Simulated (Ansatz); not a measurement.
## How fast states decay through MgBrF

A new crystal, MgBrF: structure, gap and complex bands. It is built by putting F for part of the Br in the MgBr2 structure of space group P-3m1, with the volume rescaled by atomic radii. The parent structure comes from the Materials Project.

Calculated with Ansatz 0.2.0; PBEsol DFT, plane waves, PAW files, in the first sound run; inputs show where later runs differ.

The structure was built from a prototype and need not be the compound's stable phase.

### 1. The starting structure

The structure is trigonal, space group P3m1 (No. 156). Conventional cell: a = 3.518 Å, b = 3.518 Å, c = 5.839 Å, α = 90.00°, β = 90.00°, γ = 120.00°. Mg has 3 Br at 2.45 Å and 3 F at 2.45 Å nearest. Nearest to Br lie 3 Mg at 2.45 Å. F has 3 Mg at 2.45 Å nearest. It derives from MgBr2. F for part of the Br in the MgBr2 structure of space group P-3m1. Farther neighbours and most contacts between anions are not listed.

### 2. Cell and atoms at rest

The substituted atoms don't fit the parent's cell, so cell and atoms relax together. A small smearing keeps the run stable in case the gap closes on the way.

Contents of input.yaml:

```yaml
crystal:
  lattice:
    - [3.5184177889, 0.0, 0.0]
    - [-1.7592088944, 3.0470391863, 0.0]
    - [0.0, 0.0, 5.8392264274]
  atoms:
    - { symbol: Mg, position: [0.0, 0.0, 0.0] }
    - { symbol: Br, position: [0.3333333333, 0.6666666667, 0.23347631] }
    - { symbol: F, position: [0.6666666667, 0.3333333333, 0.76652369] }
kpoints:
  mp_grid: { grid: [8, 8, 4] }
scf:
  occupations: { method: gaussian, width: 0.03 }
hamiltonian:
  xc: pbesol
output:
  forces: true
  stress: true
relax:
  f_tol: 0.02
  max_steps: 60
  cell: {}
```

Launch:

```console
$ ansatz run input.yaml --threads 2 --pin off --max-ram 4096MiB --backend cpu --events-out ev --progress --plain --runs-dir out
```

Numbers of over 12 decimals in the logs are rounded to 6 here.

What it wrote:

```text
Engine: ansatz 0.2.0, aarch64-unknown-linux-gnu
Pseudopotentials: kind: paw
Pseudopotential: Mg, paw, valence charge 10, recommended cutoff 420 eV (normal), Mg.paw.azcp
Pseudopotential: Br, paw, valence charge 7, recommended cutoff 420 eV (normal), Br.paw.azcp
Pseudopotential: F, paw, valence charge 7, recommended cutoff 420 eV (normal), F.paw.azcp
Functional definition: PBEsol
  exchange = pbesol_x
  correlation = pbesol_c
Crystal: 3 atoms, lattice volume = 62.601 Å³
Basis set: ecut = 420 eV, 1225 PW (Γ), exchange–correlation on 48×48×80 points (8 copies of the dense FFT grid, shifted against one another)
Bands: 16, of which v1, the nominal top of the filled ones, is band 12 counted from 1 (11 counted from 0)
Symmetry: 6 space group operations
Space group: P3m1 (ITA 156), of the structure as read, at distance tolerance 4.0e-5 Å
k-points: 35 of 256 (time reversal used)
Non-local potential: Mg, projectors of the file, l = 0: 3, l = 1: 2, l = 2: 1
Non-local potential: Br, projectors of the file, l = 0: 2, l = 1: 2, l = 2: 2
Non-local potential: F, projectors of the file, l = 0: 2, l = 1: 2, l = 2: 1
PAW form: soft (Blöchl's): semilocal exchange-correlation on the pseudo side does not see the compensation charge
PAW frozen core: Mg, regenerated for the run's functional, and the local potential with it (the file was generated under x = pbe(κ = 0.804, μ = 0.219515), c = pbe(β = 0.066725))
PAW frozen core: Br, regenerated for the run's functional, and the local potential with it (the file was generated under x = pbe(κ = 0.804, μ = 0.219515), c = pbe(β = 0.066725))
PAW frozen core: F, regenerated for the run's functional, and the local potential with it (the file was generated under x = pbe(κ = 0.804, μ = 0.219515), c = pbe(β = 0.066725))
PAW one-centre angular grid: Mg, 110 points (default); XC on 64 Gauss nodes
PAW one-centre angular grid: Br, 110 points (default); XC on 64 Gauss nodes
PAW one-centre angular grid: F, 110 points (default); XC on 64 Gauss nodes
Initial density: superposition of atomic densities (neutral atoms: chi_scale 0, normalization atom), corrected by the library's trained network
Initial wavefunctions: pseudopotential atomic-orbital guess
Functional: x = pbesol(κ = 0.804, μ = 0.123457), c = pbesol(β = 0.046)
SCF iter   1: F=—  HF=-5452.217974 eV  |F-HF|=—  |Δ(HF+E_count)|=         —  Δρ=6.03e-3  dr2=1.44e-2  ethr=1.77e-3  ⟨swp⟩=7.2  Hψ=3293  notcnv=0
preconditioner: auto → none  [insulator: Δε(μ)=4.529 eV  Ē_g=13.735 eV  σ=0.030 eV  W_gap=1.00  n_scr=10 (ndim 8)  ℏωp=18.8 eV  f_vac=0.154  D(μ)=0.00/eV (n_scr^D=0)  ε∞_Penn≈2.9]
SCF iter   2: F=—  HF=-5452.215072 eV  |F-HF|=—  |Δ(HF+E_count)|=   2.90e-3  Δρ=3.36e-3  dr2=5.44e-3  ethr=6.02e-5  ⟨swp⟩=2.0  Hψ=1260  notcnv=0
SCF iter   3: F=—  HF=-5452.213707 eV  |F-HF|=—  |Δ(HF+E_count)|=   1.36e-3  Δρ=9.46e-4  dr2=3.44e-4  ethr=2.27e-5  ⟨swp⟩=2.0  Hψ=971  notcnv=0
SCF iter   4: F=—  HF=-5452.213700 eV  |F-HF|=—  |Δ(HF+E_count)|=   7.58e-6  Δρ=2.17e-4  dr2=1.74e-5  ethr=1.43e-6  ⟨swp⟩=2.7  Hψ=979  notcnv=0
SCF iter   5: F=—  HF=-5452.213723 eV  |F-HF|=—  |Δ(HF+E_count)|=   2.29e-5  Δρ=4.37e-5  dr2=8.21e-7  ethr=7.24e-8  ⟨swp⟩=2.5  Hψ=797  notcnv=0
SCF iter   6: F=-5452.213723 eV  HF=-5452.213723 eV  |F-HF|=1.18e-8  |Δ(HF+E_count)|=   5.86e-7  Δρ=7.35e-6  dr2=4.99e-8  ethr=4.17e-10  ⟨swp⟩=5.2  Hψ=2226  notcnv=0
SCF 1 converged in 6 iterations: F = -5452.213723 eV  dr2 = 4.99e-8
  greatest PAW one-centre occupation: 1.000 electrons in one spin orbital (limit 2), on the Mg atom at site 0 (counted from 0), in its partial waves of l = 0
relax step   1: F+E_penalty+E_count = -5452.21372334 eV  Δ(F+E_penalty+E_count) = +0.000e0 eV  max|allowed force component| = 3.225e0 eV/Å  Δτ_max = 0.0000 Å  P = -0.027 GPa  Ω = 62.601 Å³  (6 SCF iters, dr2 threshold 1.00e-7 eV, accepted)
Crystal: 3 atoms, lattice volume = 62.203 Å³
Initial density: handed on by an earlier stage of this run
Initial wavefunctions: those handed on with the density
iter 1 solved again at ethr=1.43e-3 eV; its pass at ethr=3.10e-3 eV (dr2=3.42e-1 eV) is discarded
SCF iter   1: F=—  HF=-5453.009350 eV  |F-HF|=—  |Δ(HF+E_count)|=         —  Δρ=3.16e-2  dr2=3.42e-1  ethr=1.43e-3  ⟨swp⟩=1.0  Hψ=3929  notcnv=0
preconditioner: auto → Resta (q_TF=auto, 2.328 Å⁻¹)  ε∞=3.1  [insulator: Δε(μ)=3.627 eV  Ē_g=12.032 eV  σ=0.030 eV  W_gap=1.00  n_scr=22 (ndim 8)  ℏωp=17.6 eV  f_vac=0.155  D(μ)=0.00/eV (n_scr^D=0)  ε∞_Penn≈3.1]
SCF iter   2: F=—  HF=-5452.923421 eV  |F-HF|=—  |Δ(HF+E_count)|=   8.59e-2  Δρ=1.52e-2  dr2=7.23e-2  ethr=1.43e-3  ⟨swp⟩=2.8  Hψ=983  notcnv=0
SCF iter   3: F=—  HF=-5452.914793 eV  |F-HF|=—  |Δ(HF+E_count)|=   8.63e-3  Δρ=6.22e-3  dr2=1.53e-2  ethr=3.01e-4  ⟨swp⟩=2.0  Hψ=1349  notcnv=0
SCF iter   4: F=—  HF=-5452.912610 eV  |F-HF|=—  |Δ(HF+E_count)|=   2.18e-3  Δρ=1.49e-3  dr2=1.21e-3  ethr=6.39e-5  ⟨swp⟩=2.0  Hψ=996  notcnv=0
SCF iter   5: F=—  HF=-5452.913311 eV  |F-HF|=—  |Δ(HF+E_count)|=   7.01e-4  Δρ=2.81e-4  dr2=1.14e-4  ethr=5.05e-6  ⟨swp⟩=2.0  Hψ=900  notcnv=0
SCF iter   6: F=—  HF=-5452.913436 eV  |F-HF|=—  |Δ(HF+E_count)|=   1.25e-4  Δρ=5.42e-5  dr2=4.08e-6  ethr=4.74e-7  ⟨swp⟩=2.0  Hψ=862  notcnv=0
SCF iter   7: F=-5452.913443 eV  HF=-5452.913442 eV  |F-HF|=1.72e-7  |Δ(HF+E_count)|=   6.40e-6  Δρ=1.21e-5  dr2=8.09e-8  ethr=1.25e-9  ⟨swp⟩=4.0  Hψ=2717  notcnv=0
SCF 2 converged in 7 iterations: F = -5452.913443 eV  dr2 = 8.09e-8
relax step   2: F+E_penalty+E_count = -5452.91344260 eV  Δ(F+E_penalty+E_count) = -6.997e-1 eV  max|allowed force component| = 1.430e0 eV/Å  Δτ_max = 0.1949 Å  P = -1.025 GPa  Ω = 62.203 Å³  energy of the carried Pulay correction = +5.602e-4 eV  (7 SCF iters, dr2 threshold 3.00e-7 eV, accepted)
Crystal: 3 atoms, lattice volume = 58.979 Å³
Basis set: ecut = 420 eV, 1159 PW (Γ), exchange–correlation on 48×48×80 points (8 copies of the dense FFT grid, shifted against one another)
iter 1 solved again at ethr=1.50e-3 eV; its pass at ethr=3.10e-3 eV (dr2=3.61e-1 eV) is discarded
SCF iter   1: F=—  HF=-5453.106594 eV  |F-HF|=—  |Δ(HF+E_count)|=         —  Δρ=3.12e-2  dr2=3.61e-1  ethr=1.50e-3  ⟨swp⟩=1.0  Hψ=4166  notcnv=0
preconditioner: auto → none  [insulator: Δε(μ)=1.930 eV  Ē_g=12.464 eV  σ=0.030 eV  W_gap=1.00  n_scr=10 (ndim 8)  ℏωp=18.1 eV  f_vac=0.170  D(μ)=0.00/eV (n_scr^D=0)  ε∞_Penn≈3.1]
SCF iter   2: F=—  HF=-5453.016995 eV  |F-HF|=—  |Δ(HF+E_count)|=   8.96e-2  Δρ=1.53e-2  dr2=7.89e-2  ethr=1.50e-3  ⟨swp⟩=2.3  Hψ=922  notcnv=0
SCF iter   3: F=—  HF=-5453.007505 eV  |F-HF|=—  |Δ(HF+E_count)|=   9.49e-3  Δρ=7.01e-3  dr2=1.72e-2  ethr=3.29e-4  ⟨swp⟩=2.1  Hψ=1213  notcnv=0
[...]
SCF iter   7: F=-5453.006766 eV  HF=-5453.006766 eV  |F-HF|=5.59e-9  |Δ(HF+E_count)|=   6.82e-6  Δρ=1.57e-5  dr2=1.20e-7  ethr=1.25e-9  ⟨swp⟩=4.6  Hψ=2660  notcnv=0
SCF 3 converged in 7 iterations: F = -5453.006766 eV  dr2 = 1.20e-7
relax step   3: F+E_penalty+E_count = -5453.00676570 eV  Δ(F+E_penalty+E_count) = -9.332e-2 eV  max|allowed force component| = 7.056e-1 eV/Å  Δτ_max = 0.1839 Å  P = +2.859 GPa  Ω = 58.979 Å³  energy of the carried Pulay correction = +5.237e-3 eV  (7 SCF iters, dr2 threshold 3.00e-7 eV, accepted)
[... from here on, the SCF cycles and remarks between the steps are left out ...]
relax step   4: F+E_penalty+E_count = -5453.07669213 eV  Δ(F+E_penalty+E_count) = -6.993e-2 eV  max|allowed force component| = 1.856e-1 eV/Å  Δτ_max = 0.1058 Å  P = -0.605 GPa  Ω = 60.299 Å³  energy of the carried Pulay correction = +3.293e-3 eV  (7 SCF iters, dr2 threshold 3.00e-7 eV, accepted)
relax step   5: F+E_penalty+E_count = -5453.08144229 eV  Δ(F+E_penalty+E_count) = -4.750e-3 eV  max|allowed force component| = 6.901e-2 eV/Å  Δτ_max = 0.0159 Å  P = -0.114 GPa  Ω = 59.881 Å³  energy of the carried Pulay correction = +3.904e-3 eV  (6 SCF iters, dr2 threshold 3.00e-7 eV, accepted)
relax step   6: F+E_penalty+E_count = -5453.08414432 eV  Δ(F+E_penalty+E_count) = -2.702e-3 eV  max|allowed force component| = 1.019e-2 eV/Å  Δτ_max = 0.0163 Å  P = +0.053 GPa  Ω = 59.115 Å³  energy of the carried Pulay correction = +5.036e-3 eV  (5 SCF iters, dr2 threshold 2.98e-7 eV, accepted)
relax step   7: F+E_penalty+E_count = -5453.08916948 eV  Δ(F+E_penalty+E_count) = -5.025e-3 eV  max|allowed force component| = 5.117e-2 eV/Å  Δτ_max = 0.0331 Å  P = +0.281 GPa  Ω = 57.603 Å³  energy of the carried Pulay correction = +7.311e-3 eV  (6 SCF iters, dr2 threshold 2.70e-7 eV, accepted)
relax step   8: F+E_penalty+E_count = -5453.09589542 eV  Δ(F+E_penalty+E_count) = -6.726e-3 eV  max|allowed force component| = 4.198e-2 eV/Å  Δτ_max = 0.0715 Å  P = +0.487 GPa  Ω = 54.867 Å³  energy of the carried Pulay correction = +1.158e-2 eV  (7 SCF iters, dr2 threshold 3.00e-7 eV, accepted)
relax step   9: F+E_penalty+E_count = -5453.09539584 eV  Δ(F+E_penalty+E_count) = +4.996e-4 eV  max|allowed force component| = 3.159e-2 eV/Å  Δτ_max = 0.0044 Å  P = -0.160 GPa  Ω = 55.615 Å³  energy of the carried Pulay correction = +1.039e-2 eV  (5 SCF iters, dr2 threshold 3.00e-7 eV, accepted)
relax step  10: F+E_penalty+E_count = -5453.09554940 eV  Δ(F+E_penalty+E_count) = -1.536e-4 eV  max|allowed force component| = 1.167e-3 eV/Å  Δτ_max = 0.0052 Å  P = +0.001 GPa  Ω = 55.619 Å³  energy of the carried Pulay correction = +1.038e-2 eV  (5 SCF iters, dr2 threshold 7.32e-8 eV, accepted)
relax step  11: F+E_penalty+E_count = -5453.09103223 eV  Δ(F+E_penalty+E_count) = +4.517e-3 eV  max|allowed force component| = 1.281e-3 eV/Å  Δτ_max = 0.0000 Å  P = -0.187 GPa  Ω = 55.619 Å³  stress off target by 2.15e-1 GPa  SCF on the basis re-selected at this cell (its energy is not comparable with the rows above)  (7 SCF iters)
relax step  12: F+E_penalty+E_count = -5453.09264551 eV  Δ(F+E_penalty+E_count) = -1.613e-3 eV  max|allowed force component| = 1.658e-3 eV/Å  Δτ_max = 0.0172 Å  P = +0.013 GPa  Ω = 54.909 Å³  energy of the carried Pulay correction = +1.148e-3 eV  (6 SCF iters, dr2 threshold 1.15e-7 eV, accepted)
relax step  13: F+E_penalty+E_count = -5453.09165506 eV  Δ(F+E_penalty+E_count) = +9.905e-4 eV  max|allowed force component| = 1.873e-3 eV/Å  Δτ_max = 0.0000 Å  P = -0.024 GPa  Ω = 54.909 Å³  stress off target by 6.66e-2 GPa  SCF on the basis re-selected at this cell (its energy is not comparable with the rows above)  (6 SCF iters)
relax step  14: F+E_penalty+E_count = -5453.09194404 eV  Δ(F+E_penalty+E_count) = -2.890e-4 eV  max|allowed force component| = 6.687e-3 eV/Å  Δτ_max = 0.0036 Å  P = +0.013 GPa  Ω = 54.757 Å³  energy of the carried Pulay correction = +2.566e-4 eV  (6 SCF iters, dr2 threshold 1.11e-8 eV, accepted)
iter 1 solved again at ethr=2.58e-7 eV; its pass at ethr=3.10e-3 eV (dr2=6.18e-5 eV) is discarded
SCF iter   1: F=—  HF=-5453.091692 eV  |F-HF|=—  |Δ(HF+E_count)|=         —  Δρ=2.74e-5  dr2=4.81e-8  ethr=2.58e-7  ⟨swp⟩=4.0  Hψ=4734  notcnv=0
eigensolver tolerance schedule: the retry pair's looser diagonalisation over-reported the residual by 1284.10 of it (diagonalisation noise at 0.12 of the residual, at the tolerance the schedule requests for it); recorded, not acted on — ethr = c·dr2/N_el stays at c = 1.0e-1
preconditioner: auto → none  [insulator: Δε(μ)=2.410 eV  Ē_g=12.473 eV  σ=0.030 eV  W_gap=1.00  n_scr=8 (ndim 8)  ℏωp=18.8 eV  f_vac=0.062  D(μ)=0.00/eV (n_scr^D=0)  ε∞_Penn≈3.3]
SCF iter   2: F=—  HF=-5453.091710 eV  |F-HF|=—  |Δ(HF+E_count)|=   1.81e-5  Δρ=1.28e-5  dr2=2.18e-8  ethr=2.00e-10  ⟨swp⟩=3.5  Hψ=1300  notcnv=0
SCF iter   3: F=—  HF=-5453.091710 eV  |F-HF|=—  |Δ(HF+E_count)|=   2.46e-7  Δρ=7.09e-6  dr2=4.86e-9  ethr=9.07e-11  ⟨swp⟩=2.0  Hψ=787  notcnv=0
SCF iter   4: F=—  HF=-5453.091710 eV  |F-HF|=—  |Δ(HF+E_count)|=   7.86e-8  Δρ=5.39e-7  dr2=5.24e-11  ethr=2.02e-11  ⟨swp⟩=2.0  Hψ=780  notcnv=0
SCF iter   5: F=-5453.091710 eV  HF=-5453.091710 eV  |F-HF|=9.64e-11  |Δ(HF+E_count)|=  3.49e-10  Δρ=2.51e-7  dr2=9.26e-12  ethr=1.00e-12  ⟨swp⟩=6.0  Hψ=2496  notcnv=0
SCF 15 converged in 5 iterations: F = -5453.091710 eV  dr2 = 9.26e-12
relax step  15: F+E_penalty+E_count = -5453.09170994 eV  Δ(F+E_penalty+E_count) = +2.341e-4 eV  max|allowed force component| = 6.661e-3 eV/Å  Δτ_max = 0.0000 Å  P = +0.008 GPa  Ω = 54.757 Å³  stress off target by 9.54e-3 GPa  SCF on the basis re-selected at this cell (its energy is not comparable with the rows above)  (5 SCF iters)
basis re-selected at this cell: Δ(F+E_penalty+E_count) = +2.341e-4 eV, ΔP = -0.005 GPa vs the last step (what re-selecting the basis moved, of the pressure what is left beyond the Pulay correction that the steps carried, after the strain that the cell walked since its last selection, with what the two solves' SCF thresholds leave and, on support functions, any second-order correction that the steps lacked; it is no m [...]
SCF converged after 5 iterations
Free energy (F): -5453.091710 eV
Harris-Foulkes:  -5453.091710 eV  (|F-HF|=9.64e-11)
Internal energy: -5453.091710 eV  (E = F + TS)
E sigma→0 (E₀):  -5453.091710 eV
Fermi energy:    5.700975 eV
--- Per-component energies (eV) ---
  E_band       = -408.082606
  E_kinetic    = 417.992152
  E_local      = -2712.477633  (includes V_loc(G=0)·N_el)
  E_nonlocal   = 240.436937
  E_hartree    = 997.694013
  E_xc         = -370.355288
  E_vxc        = -244.389411  (∫ρ·V_xc dr)
  E_paw        = -2678.089034  (= ΣΔE_a)
  E_vpaw       = -105.034805  (= ΣTr[D̂ρ^β])
  E_aug_tail   = 0.002053  (compensation charges beyond the density's cutoff)
  E_ewald      = -1348.488485
  E_core_change = 0.193575  (= ΣΔE_core)
  E_smearing   = -0.000000  (= −TS)
  E_closure    = 0.000000  (closes the sum)
  Σ components = -5453.091710   (vs F -5453.091710, Δ=0.00e0)
--- Forces (eV/Å), atoms counted from 1 ---
  atom   1  Mg     0.00000000     0.00000000     0.00255063
  atom   2  Br     0.00000000     0.00000000     0.00411207
  atom   3  F     -0.00000000    -0.00000000    -0.00665948
  max |Σ_I F_I| component: 3.22e-6 eV/Å
--- Stress (GPa, compression-positive) ---
        0.009537      -0.000000      -0.000000
       -0.000000       0.009537       0.000000
       -0.000000       0.000000       0.004585
  P = ⅓ Tr σ = 0.0079 GPa (0.079 kbar)
--- Relaxed structure (12 steps of the walk, 12 accepted, 3 SCFs on fresh bases) ---
  F+E_penalty+E_count = -5453.09170994 eV   max|allowed force component| = 6.661e-3 eV/Å   (the final SCF, on the basis selected at the relaxed cell)
  cell:  # Å, volume = 54.7570 Å³
    - [3.478449, -2.8539539897691383e-11, 0]
    - [-1.739224, 3.012425, 0]
    - [0, 0, 5.225615]
  atoms:
    - { symbol: Mg, position: [0, 0, -0.063373] }
    - { symbol: Br, position: [0.333333, 0.666667, 0.260209] }
    - { symbol: F, position: [0.666667, 0.333333, 0.803164] }
```

Wall time 37 s (2 threads of Arm Neoverse N1, shared host); peak memory 0.35 GiB.

Step by step:

| step | energy less that of the first step (eV) | largest force component (eV/Å) | pressure (GPa) | volume (Å³) |
| --- | --- | --- | --- | --- |
| 1 | 0.0000 | 3.2247 | -0.03 | 62.60 |
| 2 | -0.6997 | 1.4299 | -1.03 | 62.20 |
| 3 | -0.7930 | 0.7056 | 2.86 | 58.98 |
| 4 | -0.8630 | 0.1856 | -0.60 | 60.30 |
| 5 | -0.8677 | 0.0690 | -0.11 | 59.88 |
| 6 | -0.8704 | 0.0102 | 0.05 | 59.11 |
| 7 | -0.8754 | 0.0512 | 0.28 | 57.60 |
| 8 | -0.8822 | 0.0420 | 0.49 | 54.87 |
| 9 | -0.8817 | 0.0316 | -0.16 | 55.62 |
| 10 | -0.8818 | 0.0012 | 0.00 | 55.62 |
| 11* | -0.8773 | 0.0013 | -0.19 | 55.62 |
| 12 | -0.8789 | 0.0017 | 0.01 | 54.91 |
| 13* | -0.8779 | 0.0019 | -0.02 | 54.91 |
| 14 | -0.8782 | 0.0067 | 0.01 | 54.76 |
| 15* | -0.8780 | 0.0067 | 0.01 | 54.76 |

Relaxation steps marked * repeat the geometry before them on a plane-wave basis chosen anew for their cell, so energy and pressure can jump there.

Forces are held to the 6 operations that the run works with; a distortion that breaks them can't arise in this run.

```csv
"conventional cell, symmetrised",before,after,change
a (Å),3.518,3.478,-1.1 %
b (Å),3.518,3.478,-1.1 %
c (Å),5.839,5.226,-10.5 %
volume (Å³/atom),20.87,18.25,-12.5 %
```

The atoms that moved most (Å, as changes of fractional coordinates times the final cell):

```csv
atom,dx,dy,dz,length
Mg1,0.000,0.000,-0.331,0.331
F3,0.000,0.000,0.191,0.191
Br2,0.000,0.000,0.140,0.140
```

Final coordinates:

```cif
data_structure
_symmetry_space_group_name_H-M 'P 1'
_symmetry_Int_Tables_number 1
_cell_length_a 3.4784
_cell_length_b 3.4784
_cell_length_c 5.2256
_cell_angle_alpha 90.000
_cell_angle_beta 90.000
_cell_angle_gamma 120.000
_cell_volume 54.76
loop_
_atom_site_label
_atom_site_type_symbol
_atom_site_fract_x
_atom_site_fract_y
_atom_site_fract_z
_atom_site_occupancy
Mg1 Mg 0.00000 0.00000 0.93663 1
Br2 Br 0.33333 0.66667 0.26021 1
F3 F 0.66667 0.33333 0.80316 1
```

Numbers from this step:

```yaml
free_energy: -5453.0917 eV
fermi_energy: 5.701 eV
pressure: 0.007886 GPa
```

The largest force component on a free atom ends at 0.0067 eV/Å.

(Continued in part 2 of 4.)

[Logs are printed without paths, hosts, clocks, repeated set-up lines and the standing remarks that a program may print on its own settings, such as how far it seeks lower states.]

[Hosts, paths, dates, database ids (printed as entryN), source tags and the programs' standing remarks are cut or masked in the printed files.]

[New means built here by substitution; the compound itself may be known and measured.]
